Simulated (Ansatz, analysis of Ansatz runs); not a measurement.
# MgH2 (P4_2/mnm), nudged elastic band: Mg_i by the interstitialcy path (q = +2), part 3 of 3

Wanted: path and barrier of a jump of Mg in MgH2 (P4_2/mnm) at charge +2. The case: Mg_i by the interstitialcy path, in a cell of 72 host atoms with 1 Mg put in.

Ansatz 0.2.0; plane-wave PAW DFT, r2SCAN; nudged elastic band between two relaxed defect structures at fixed charge in a uniform background.

So far: The starting structure; Relaxation of the start point, charge +2; Relaxation of the end point, charge +2.

**4. Nudged elastic band, charge +2**

5 movable images are laid between the ends on straight lines. Each image feels the true force across the path and a spring force along it. The highest image is set to climb to the top of the path.

This step: plane-wave PAW DFT, r2SCAN; nudged elastic band between two relaxed defect structures at fixed charge in a uniform background.

The input, qp2.neb/input.yaml:

```yaml
crystal:
  lattice:
    - [8.97000988, 0.0, 0.0]
    - [0.0, 8.97000988, 0.0]
    - [0.0, 0.0, 8.98962369]
  atoms:
    - { symbol: Mg, position: [0.25277639, 0.24651321, 0.1679062] }
    - { symbol: Mg, position: [-0.00023981, -0.00842548, 0.00474254] }
    - { symbol: H, position: [0.35833866, 0.33582359, -0.02426144] }
    - { symbol: H, position: [0.40557396, 0.09536122, 0.15909803] }
    - { symbol: H, position: [0.14773522, 0.14814489, 0.00916765] }
    - { symbol: H, position: [0.1050896, 0.40398799, 0.1622675] }
    - { symbol: Mg, position: [0.25277319, 0.2465074, 0.49849539] }
    - { symbol: Mg, position: [-0.00485965, 0.00533375, 0.33320175] }
    - { symbol: H, position: [0.35246468, 0.34195765, 0.33319748] }
    - { symbol: H, position: [0.40557807, 0.09535889, 0.50730883] }
    - { symbol: H, position: [0.15192835, 0.15257049, 0.33319992] }
    - { symbol: H, position: [0.10508368, 0.40397448, 0.50411503] }
    - { symbol: Mg, position: [0.19767265, 0.23725768, 0.83319836] }
    - { symbol: Mg, position: [-0.00024987, -0.00843278, 0.6616623] }
    - { symbol: H, position: [0.35832222, 0.3358112, 0.69067677] }
    - { symbol: H, position: [0.38965525, 0.08020116, 0.83320793] }
    - { symbol: H, position: [0.14772627, 0.14813482, 0.65723422] }
    - { symbol: H, position: [0.07628261, 0.40029403, 0.83319268] }
    - { symbol: Mg, position: [0.24425368, 0.75056481, 0.17006669] }
    - { symbol: Mg, position: [-0.00099754, 0.50986141, 0.00471821] }
    - { symbol: H, position: [0.34694036, 0.83737931, 0.00097502] }
    - { symbol: H, position: [0.39417724, 0.59663699, 0.17069519] }
    - { symbol: H, position: [0.15109597, 0.6542117, -0.00089805] }
    - { symbol: H, position: [0.09551395, 0.90341614, 0.16984927] }
    - { symbol: Mg, position: [0.24424963, 0.75056626, 0.49632636] }
    - { symbol: Mg, position: [0.00356682, 0.49607773, 0.33319663] }
    - { symbol: H, position: [0.34757395, 0.84929889, 0.33319792] }
    - { symbol: H, position: [0.39417032, 0.59662699, 0.49568471] }
    - { symbol: H, position: [0.15000273, 0.65209427, 0.33319278] }
    - { symbol: H, position: [0.09550497, 0.90341106, 0.49654856] }
    - { symbol: Mg, position: [0.2442378, 0.74978057, 0.8331998] }
    - { symbol: Mg, position: [-0.00100229, 0.50985743, 0.66167701] }
    - { symbol: H, position: [0.34694332, 0.83736023, 0.66541824] }
    - { symbol: H, position: [0.3990494, 0.5995135, 0.83319821] }
    - { symbol: H, position: [0.15109417, 0.65420635, 0.66729343] }
    - { symbol: H, position: [0.10069331, 0.90646644, 0.83319788] }
    - { symbol: Mg, position: [0.74592691, 0.25489696, 0.16789535] }
    - { symbol: Mg, position: [0.50117132, -0.02477666, 0.00583905] }
    - { symbol: H, position: [0.85093812, 0.35324389, 0.00909935] }
    - { symbol: H, position: [0.89359656, 0.09740006, 0.16227793] }
    - { symbol: H, position: [0.64027462, 0.16552332, -0.02424329] }
    - { symbol: H, position: [0.59307578, 0.40602178, 0.15908669] }
    - { symbol: Mg, position: [0.74593701, 0.25489685, 0.49849143] }
    - { symbol: Mg, position: [0.49922981, 0.0022586, 0.33320251] }
    - { symbol: H, position: [0.84676586, 0.3488568, 0.33319497] }
    - { symbol: H, position: [0.89359841, 0.09740198, 0.5041345] }
    - { symbol: H, position: [0.64629553, 0.15940171, 0.33318833] }
    - { symbol: H, position: [0.59307844, 0.4060159, 0.50730553] }
    - { symbol: Mg, position: [0.80077501, 0.26396619, 0.83319907] }
    - { symbol: Mg, position: [0.50116281, -0.02477646, 0.66057661] }
    - { symbol: H, position: [0.85092591, 0.35324822, 0.6572958] }
    - { symbol: H, position: [0.92281597, 0.10141337, 0.8332074] }
    - { symbol: H, position: [0.64026974, 0.16550503, 0.6906615] }
    - { symbol: H, position: [0.60902983, 0.42107918, 0.83320916] }
    - { symbol: Mg, position: [0.75447159, 0.75085496, 0.17006803] }
    - { symbol: Mg, position: [0.49752151, 0.52618379, 0.00583668] }
    - { symbol: H, position: [0.84763441, 0.84725954, -0.00091949] }
    - { symbol: H, position: [0.90318735, 0.59798102, 0.16982644] }
    - { symbol: H, position: [0.65184079, 0.66396375, 0.00099989] }
    - { symbol: H, position: [0.6044938, 0.9047322, 0.17070949] }
    - { symbol: Mg, position: [0.75446747, 0.75084985, 0.49634578] }
    - { symbol: Mg, position: [0.49947902, 0.49915079, 0.3331949] }
    - { symbol: H, position: [0.8487523, 0.84929522, 0.33321337] }
    - { symbol: H, position: [0.90318607, 0.5979789, 0.49657198] }
    - { symbol: H, position: [0.65114809, 0.65210884, 0.33320419] }
    - { symbol: H, position: [0.60449342, 0.90472573, 0.49571035] }
    - { symbol: Mg, position: [0.75443621, 0.75165611, 0.83320427] }
    - { symbol: Mg, position: [0.49750825, 0.52618427, 0.66056051] }
    - { symbol: H, position: [0.84761967, 0.8472547, 0.66733078] }
    - { symbol: H, position: [0.89816353, 0.59510854, 0.83320218] }
    - { symbol: H, position: [0.65184299, 0.66393293, 0.66541788] }
    - { symbol: H, position: [0.59957861, 0.90182929, 0.83320718] }
    - { symbol: Mg, position: [0.4992532, 0.25068061, 0.83320455] }
total_charge: 2
basis:
  ecutwfc: 500
  xc_grid: 2
hamiltonian:
  xc: r2scan
kpoints:
  mp_grid: { grid: [1, 1, 1] }
scf:
  occupations: { method: fixed }
  max_iter: 60
output:
  forces: true
neb:
  images: 5
  f_tol: 0.05
  climbing: true
  initial_path: linear
  max_iterations: 45
  order_check: false
  optimiser: lbfgs
  final_atoms:
    - { symbol: Mg, position: [0.24497488, 0.25791034, 0.16786361] }
    - { symbol: Mg, position: [0.00023812, -0.02173441, 0.00580803] }
    - { symbol: H, position: [0.35007984, 0.35628079, 0.00913722] }
[... 1 atom line left out ...]
    - { symbol: H, position: [0.1394526, 0.16863285, -0.02427925] }
[... 7 atom lines left out ...]
    - { symbol: Mg, position: [-0.0014813, 0.25376906, 0.83318407] }
[... 1 atom line left out ...]
    - { symbol: H, position: [0.35006919, 0.35626289, 0.65721374] }
    - { symbol: H, position: [0.42140873, 0.10407505, 0.83317365] }
    - { symbol: H, position: [0.13942739, 0.16862693, 0.69063429] }
    - { symbol: H, position: [0.10814723, 0.42423205, 0.83314767] }
[... 15 atom lines left out ...]
    - { symbol: H, position: [0.39709471, 0.59801288, 0.83316944] }
[... 18 atom lines left out ...]
    - { symbol: H, position: [0.64677803, 0.15120881, 0.65728742] }
    - { symbol: H, position: [0.57497692, 0.40304996, 0.83316784] }
[... 13 atom lines left out ...]
    - { symbol: Mg, position: [0.49799839, 0.51286681, 0.66163648] }
[... 4 atom lines left out ...]
    - { symbol: Mg, position: [0.30009824, 0.26714479, 0.83318029] }
```

The run is started by

```
> ansatz run input.yaml --threads 4 --pin off --max-ram 7536MiB --backend cpu --events-out ev --progress --plain --runs-dir out
```

Numbers of over 12 decimals in the logs are rounded to 6 here.

The program printed:

```text
[...]
Warning: neb: disabling space-group detection — the band's intermediate images generally break the endpoint symmetry, so no spatial operation reduces the k-mesh or symmetrises the density, except that a semilocal band can use its path's symmetry ahead of [...]
[...]
parallel-image band execution: 4 concurrent image workers
NEB image 0
Crystal: 73 atoms, lattice volume = 723.315 Å³
Basis set: ecut = 500 eV, 18333 PW (Γ), exchange–correlation on 144×144×144 points (8 copies of the dense FFT grid, shifted against one another)
Bands: 221, of which v1, the nominal top of the filled ones, is band 148 counted from 1 (147 counted from 0)
Symmetry: 1 space group operations
k-points: 1
[...]
SCF iter   1: F=-48951.310029 eV  HF=-48952.145719 eV  |F-HF|=8.36e-1  |Δ(HF+E_count)|=         —  Δρ=2.14e-2  dr2=1.72e0  dr2_τ=1.02e-1  ethr=1.77e-3  ⟨swp⟩=5.0  Hψ=629  notcnv=0  defer=71
[...]
SCF iter   7: F=-48952.023124 eV  HF=-48952.023124 eV  |F-HF|=1.43e-9  |Δ(HF+E_count)|=   1.01e-7  Δρ=1.07e-6  dr2=4.95e-9  dr2_τ=1.40e-10  ethr=3.08e-11  ⟨swp⟩=2.0  Hψ=667  notcnv=0
SCF 1 converged in 7 iterations: F = -48952.023124 eV  dr2 = 4.95e-9
[...]
NSCF: frozen V_eff on 1 k-points
NEB image 6
SCF iter   1: F=-48951.312016 eV  HF=-48952.145710 eV  |F-HF|=8.34e-1  |Δ(HF+E_count)|=         —  Δρ=2.14e-2  dr2=1.72e0  dr2_τ=1.02e-1  ethr=1.77e-3  ⟨swp⟩=5.0  Hψ=629  notcnv=0  defer=71
[...]
SCF iter   7: F=-48952.023053 eV  HF=-48952.023053 eV  |F-HF|=9.46e-10  |Δ(HF+E_count)|=   1.05e-7  Δρ=1.02e-6  dr2=4.60e-9  dr2_τ=1.24e-10  ethr=3.01e-11  ⟨swp⟩=2.0  Hψ=667  notcnv=0
SCF 2 converged in 7 iterations: F = -48952.023053 eV  dr2 = 4.60e-9
[...]
NEB end point (image 0): max|allowed force component| = 4.310e-3 eV/Å (the criterion of neb.relax_end_points is 1.000e-2)
NEB end point (image 6): max|allowed force component| = 4.950e-3 eV/Å (the criterion of neb.relax_end_points is 1.000e-2)
NEB image 1
SCF iter   1: F=-48950.866720 eV  HF=-48951.705686 eV  |F-HF|=8.39e-1  |Δ(HF+E_count)|=         —  Δρ=2.14e-2  dr2=1.72e0  dr2_τ=1.04e-1  ethr=1.77e-3  ⟨swp⟩=5.0  Hψ=629  notcnv=0  defer=71
[...]
SCF iter   7: F=-48951.575425 eV  HF=-48951.575425 eV  |F-HF|=1.40e-9  |Δ(HF+E_count)|=   1.05e-7  Δρ=9.94e-7  dr2=4.59e-9  dr2_τ=1.23e-10  ethr=3.07e-11  ⟨swp⟩=2.0  Hψ=671  notcnv=0
SCF 3 converged in 7 iterations: F = -48951.575425 eV  dr2 = 4.59e-9
NEB image 2
SCF iter   1: F=-48949.998576 eV  HF=-48950.848885 eV  |F-HF|=8.50e-1  |Δ(HF+E_count)|=         —  Δρ=2.14e-2  dr2=1.72e0  dr2_τ=1.07e-1  ethr=1.77e-3  ⟨swp⟩=5.0  Hψ=630  notcnv=0  defer=69
[...]
SCF iter   7: F=-48950.705171 eV  HF=-48950.705171 eV  |F-HF|=2.07e-9  |Δ(HF+E_count)|=   1.08e-7  Δρ=9.85e-7  dr2=4.68e-9  dr2_τ=1.32e-10  ethr=3.24e-11  ⟨swp⟩=2.0  Hψ=567  notcnv=0
SCF 4 converged in 7 iterations: F = -48950.705171 eV  dr2 = 4.68e-9
NEB image 3
SCF iter   1: F=-48949.556173 eV  HF=-48950.414619 eV  |F-HF|=8.58e-1  |Δ(HF+E_count)|=         —  Δρ=2.14e-2  dr2=1.72e0  dr2_τ=1.09e-1  ethr=1.77e-3  ⟨swp⟩=6.0  Hψ=633  notcnv=0  defer=69
[...]
SCF iter   7: F=-48950.262556 eV  HF=-48950.262556 eV  |F-HF|=2.18e-9  |Δ(HF+E_count)|=   1.08e-7  Δρ=9.98e-7  dr2=4.70e-9  dr2_τ=1.41e-10  ethr=3.25e-11  ⟨swp⟩=2.0  Hψ=564  notcnv=0
SCF 5 converged in 7 iterations: F = -48950.262556 eV  dr2 = 4.70e-9
NEB image 4
SCF iter   1: F=-48949.998557 eV  HF=-48950.848556 eV  |F-HF|=8.50e-1  |Δ(HF+E_count)|=         —  Δρ=2.14e-2  dr2=1.72e0  dr2_τ=1.07e-1  ethr=1.77e-3  ⟨swp⟩=6.0  Hψ=631  notcnv=0  defer=69
[...]
SCF iter   7: F=-48950.704835 eV  HF=-48950.704835 eV  |F-HF|=2.02e-9  |Δ(HF+E_count)|=   1.07e-7  Δρ=9.77e-7  dr2=4.63e-9  dr2_τ=1.30e-10  ethr=3.20e-11  ⟨swp⟩=2.0  Hψ=567  notcnv=0
SCF 6 converged in 7 iterations: F = -48950.704835 eV  dr2 = 4.63e-9
NEB image 5
SCF iter   1: F=-48950.866395 eV  HF=-48951.705344 eV  |F-HF|=8.39e-1  |Δ(HF+E_count)|=         —  Δρ=2.14e-2  dr2=1.72e0  dr2_τ=1.04e-1  ethr=1.77e-3  ⟨swp⟩=5.0  Hψ=629  notcnv=0  defer=71
[...]
SCF iter   7: F=-48951.575192 eV  HF=-48951.575192 eV  |F-HF|=1.12e-9  |Δ(HF+E_count)|=   1.05e-7  Δρ=9.69e-7  dr2=4.44e-9  dr2_τ=1.15e-10  ethr=3.01e-11  ⟨swp⟩=2.0  Hψ=670  notcnv=0
SCF 7 converged in 7 iterations: F = -48951.575192 eV  dr2 = 4.44e-9
NEB iter   1: max|band force component| = 3.194e0 eV/Å  barrier→ = 1.7606 eV  barrier← = 1.7605 eV  Δτ_max = 0.0457 Å  (49 SCF iters)
[... from here on, the SCF cycles and remarks between the steps are left out ...]
NEB iter   2: max|band force component| = 1.884e0 eV/Å  barrier→ = 1.2514 eV  barrier← = 1.2513 eV  Δτ_max = 0.1275 Å  (25 SCF iters)
NEB iter   3: max|band force component| = 5.450e-1 eV/Å  barrier→ = 0.5067 eV  barrier← = 0.5066 eV  Δτ_max = 0.0615 Å  (30 SCF iters)
NEB iter   4: max|band force component| = 3.518e-1 eV/Å  barrier→ = 0.4033 eV  barrier← = 0.4032 eV  CI = image 3  Δτ_max = 0.0052 Å  (28 SCF iters)
NEB iter   5: max|band force component| = 2.751e-1 eV/Å  barrier→ = 0.3934 eV  barrier← = 0.3933 eV  CI = image 3  Δτ_max = 0.0947 Å  (20 SCF iters)
[...]
NEB image 3
[...]
SCF iter   2: F=-48951.727952 eV  HF=-48951.727952 eV  |F-HF|=7.07e-9  |Δ(HF+E_count)|=   1.28e-8  Δρ=9.37e-7  dr2=4.32e-9  dr2_τ=1.17e-10  ethr=3.82e-12  ⟨swp⟩=2.0  Hψ=373  notcnv=0
SCF 69 converged in 2 iterations: F = -48951.727952 eV  dr2 = 4.32e-9
[...]
SCF converged after 2 iterations
Free energy (F): -48951.727952 eV
[...]
Internal energy: -48951.727952 eV  (E = F + TS)
E sigma→0 (E₀):  -48951.727952 eV
Fermi energy:    1.635243 eV
[...]
--- Forces (eV/Å), atoms counted from 1 ---
  atom   1  Mg     0.00004334    -0.00013326    -0.00643091
  atom   2  Mg    -0.00751904    -0.00294045     0.00594147
  atom   3  H      0.00229808    -0.00168197    -0.00309098
  [... 1 atom left out ...]
  atom   5  H     -0.00219951     0.00148794    -0.00303666
  [... 7 atoms left out ...]
  atom  13  Mg     0.01227856    -0.01956605    -0.00000539
  [... 1 atom left out ...]
  atom  15  H      0.00229952    -0.00168478     0.00309849
  atom  16  H     -0.00135174    -0.00934307     0.00000016
  atom  17  H     -0.00219419     0.00148846     0.00303407
  atom  18  H      0.00126856     0.00894290     0.00000716
  [... 15 atoms left out ...]
  atom  34  H     -0.00437041    -0.00786189    -0.00000042
  [... 19 atoms left out ...]
  atom  54  H     -0.00450822    -0.00941631     0.00000331
  [... 18 atoms left out ...]
  atom  73  Mg    -0.01258285     0.01915669    -0.00001358
  max |Σ_I F_I| component: 6.72e-3 eV/Å
--- Band table (eV) ---
[...]
this run last wrote the band of iteration 14 to <dir>; this run last wrote the band within `neb.f_tol` of iteration 12 to <dir>
--- NEB band (7 images, 14 band iterations, 349 SCF iterations) ---
  forward barrier  = 0.295172 eV
  backward barrier = 0.295101 eV
  climbing image's point = of an order that was not read
  energies are F+E_penalty+E_count in eV, relative to image 0
  image     s (Å)  Δ vs image 0  max|band force component| (eV/Å)
      0    0.0000      0.000000                                 —
      1    0.5911      0.108088                          1.893e-2
      2    1.1822      0.245614                          2.179e-2
  *   3    1.7732      0.295172                          1.950e-2
      4    2.3644      0.245827                          2.110e-2
      5    2.9558      0.108269                          1.897e-2
      6    3.5471      0.000071                                 —
  climbing-image geometry (image 3):
  cell:  # Å, volume = 723.3148 Å³
    - [8.97000988, 0.0, 0.0]
    - [0.0, 8.97000988, 0.0]
    - [0.0, 0.0, 8.98962369]
  atoms:
    - { symbol: Mg, position: [0.248884, 0.252218, 0.164113] }
    - { symbol: Mg, position: [0.000662, -0.019882, 0.008507] }
    - { symbol: H, position: [0.357855, 0.353257, -0.000129] }
    - { symbol: H, position: [0.398367, 0.096184, 0.158991] }
    - { symbol: H, position: [0.139903, 0.151176, -0.000104] }
    - { symbol: H, position: [0.099391, 0.408252, 0.158991] }
    - { symbol: Mg, position: [0.248884, 0.252218, 0.502258] }
    - { symbol: Mg, position: [-0.004652, 0.006764, 0.333185] }
    - { symbol: H, position: [0.350768, 0.345228, 0.333185] }
    - { symbol: H, position: [0.398368, 0.096184, 0.507379] }
    - { symbol: H, position: [0.146994, 0.159211, 0.333186] }
    - { symbol: H, position: [0.099392, 0.408252, 0.507380] }
    - { symbol: Mg, position: [0.065419, 0.242904, 0.833187] }
    - { symbol: Mg, position: [0.000662, -0.019880, 0.657863] }
    - { symbol: H, position: [0.357856, 0.353256, 0.666501] }
    - { symbol: H, position: [0.396911, 0.067565, 0.833186] }
    - { symbol: H, position: [0.139903, 0.151177, 0.666476] }
    - { symbol: H, position: [0.100833, 0.436867, 0.833186] }
    - { symbol: Mg, position: [0.248877, 0.752207, 0.171077] }
    - { symbol: Mg, position: [-0.003359, 0.523227, 0.003913] }
    - { symbol: H, position: [0.349641, 0.838594, 0.001421] }
    - { symbol: H, position: [0.398779, 0.600115, 0.173473] }
    - { symbol: H, position: [0.148109, 0.665833, 0.001413] }
    - { symbol: H, position: [0.098980, 0.904319, 0.173478] }
    - { symbol: Mg, position: [0.248877, 0.752207, 0.495294] }
    - { symbol: Mg, position: [0.002660, 0.497441, 0.333185] }
    - { symbol: H, position: [0.348292, 0.850721, 0.333186] }
    - { symbol: H, position: [0.398779, 0.600114, 0.492897] }
    - { symbol: H, position: [0.149457, 0.653699, 0.333186] }
    - { symbol: H, position: [0.098980, 0.904319, 0.492891] }
    - { symbol: Mg, position: [0.248882, 0.752204, 0.833185] }
    - { symbol: Mg, position: [-0.003359, 0.523226, 0.662458] }
    - { symbol: H, position: [0.349641, 0.838595, 0.664950] }
    - { symbol: H, position: [0.400635, 0.599842, 0.833185] }
    - { symbol: H, position: [0.148109, 0.665832, 0.664958] }
    - { symbol: H, position: [0.097143, 0.904605, 0.833185] }
    - { symbol: Mg, position: [0.748874, 0.252214, 0.167467] }
    - { symbol: Mg, position: [0.501105, -0.018810, 0.003914] }
[...]
- { symbol: Mg, position: [0.748875, 0.252215, 0.498908] }
    - { symbol: Mg, position: [0.495078, 0.006986, 0.333185] }
[...]
- { symbol: Mg, position: [0.748899, 0.252228, 0.833188] }
    - { symbol: Mg, position: [0.501105, -0.018809, 0.662456] }
[...]
- { symbol: Mg, position: [0.748883, 0.752215, 0.171047] }
    - { symbol: Mg, position: [0.497104, 0.524312, 0.008504] }
[...]
- { symbol: Mg, position: [0.748883, 0.752215, 0.495324] }
    - { symbol: Mg, position: [0.502393, 0.497675, 0.333185] }
    - { symbol: H, position: [0.848651, 0.849459, 0.333185] }
    - { symbol: H, position: [0.895679, 0.596204, 0.495950] }
    - { symbol: H, position: [0.649098, 0.654984, 0.333185] }
    - { symbol: H, position: [0.602094, 0.908245, 0.495951] }
    - { symbol: Mg, position: [0.748882, 0.752222, 0.833184] }
    - { symbol: Mg, position: [0.497104, 0.524311, 0.657865] }
    - { symbol: H, position: [0.846380, 0.842896, 0.665910] }
    - { symbol: H, position: [0.893633, 0.600299, 0.833185] }
    - { symbol: H, position: [0.651378, 0.661554, 0.665909] }
    - { symbol: H, position: [0.604132, 0.904152, 0.833185] }
    - { symbol: Mg, position: [0.432421, 0.261513, 0.833187] }
```

The job ended after 13 min (4 threads of Arm Neoverse V1, shared host; peak memory 3.3 GiB; 34 min of CPU time).

Reading the cycles: dr2 is the Hartree energy of the density residual (eV), the measure of convergence; HF is the Harris–Foulkes estimate of the energy, which meets the free energy F at convergence.

Images along the path:

```
image  path (Å)  energy (eV)     Mg13: x, y, z (Å)
    0     0.000       0.0000   1.773, 2.128, 7.490
    1     0.591       0.1081   1.389, 2.066, 7.490
    2     1.182       0.2456   0.950, 2.088, 7.490
    3     1.773       0.2952   0.587, 2.179, 7.490
    4     2.364       0.2458   0.367, 2.227, 7.490
    5     2.956       0.1083   0.186, 2.257, 7.490
    6     3.547       0.0001  -0.013, 2.276, 7.490
```

Numbers from this step:

| Quantity | Value |
| --- | --- |
| free energy | -48951.7280 eV |
| barrier forward | 0.2952 eV |
| barrier backward | 0.2951 eV |
| end less start | 7.12e-5 eV |
| hop length | 1.793 Å |

Track of the atom that was set to move:

```
image  x (Å)  y (Å)  z (Å)  nearest neighbour  distance (Å)
    0  4.478  2.249   7.49                  H         1.818
    1  4.279  2.268   7.49                  H         1.802
    2  4.098  2.298   7.49                  H         1.785
    3  3.879  2.346   7.49                  H         1.769
    4  3.516  2.436   7.49                  H         1.763
    5  3.076  2.459   7.49                  H         1.784
    6  2.692  2.396   7.49                  H         1.823
```

The band met its tolerance of 0.05 eV/Å after 14 iterations, with image 3 on top (the start counts as 0). Mg13, which moves farthest between the ends, has 3 H at 1.82 Å nearest at the start and 4 H at 1.77 to 1.91 Å at the top.

**5. Results**

```yaml
barrier_forward: 0.30 eV
barrier_backward: 0.30 eV
end_less_start: 0.00 eV
hop_length: 1.79 Å
band_iterations_as_the_log_counts_them: 14
```

The top of the band lies 0.30 eV above the start and 0.30 eV above the end. With an assumed prefactor of 1e13 per second it gives one hop a second along this one path at about 110 K; whether such hops link up through the crystal wasn't checked. The move is shared: Mg13 goes 1.79 Å and Mg73, whose hop length is listed, 1.79 Å. The order of the top as a saddle was not checked for all atoms, so a bent path could be lower. No image-charge correction is applied; it largely cancels along a path if the charge stays localised alike. Limits: sampling at the zone centre alone can move energies of charged and open-shell states by tenths of an eV or more in cells of this size; periodic copies of the defect are only 9.0 Å apart.

[Logs are printed without paths, hosts, clocks, repeated set-up lines and the standing remarks that a program may print on its own settings, such as how far it seeks lower states.]

[Hosts, paths, dates, database ids (printed as entryN), source tags and the programs' standing remarks are cut or masked in the printed files.]
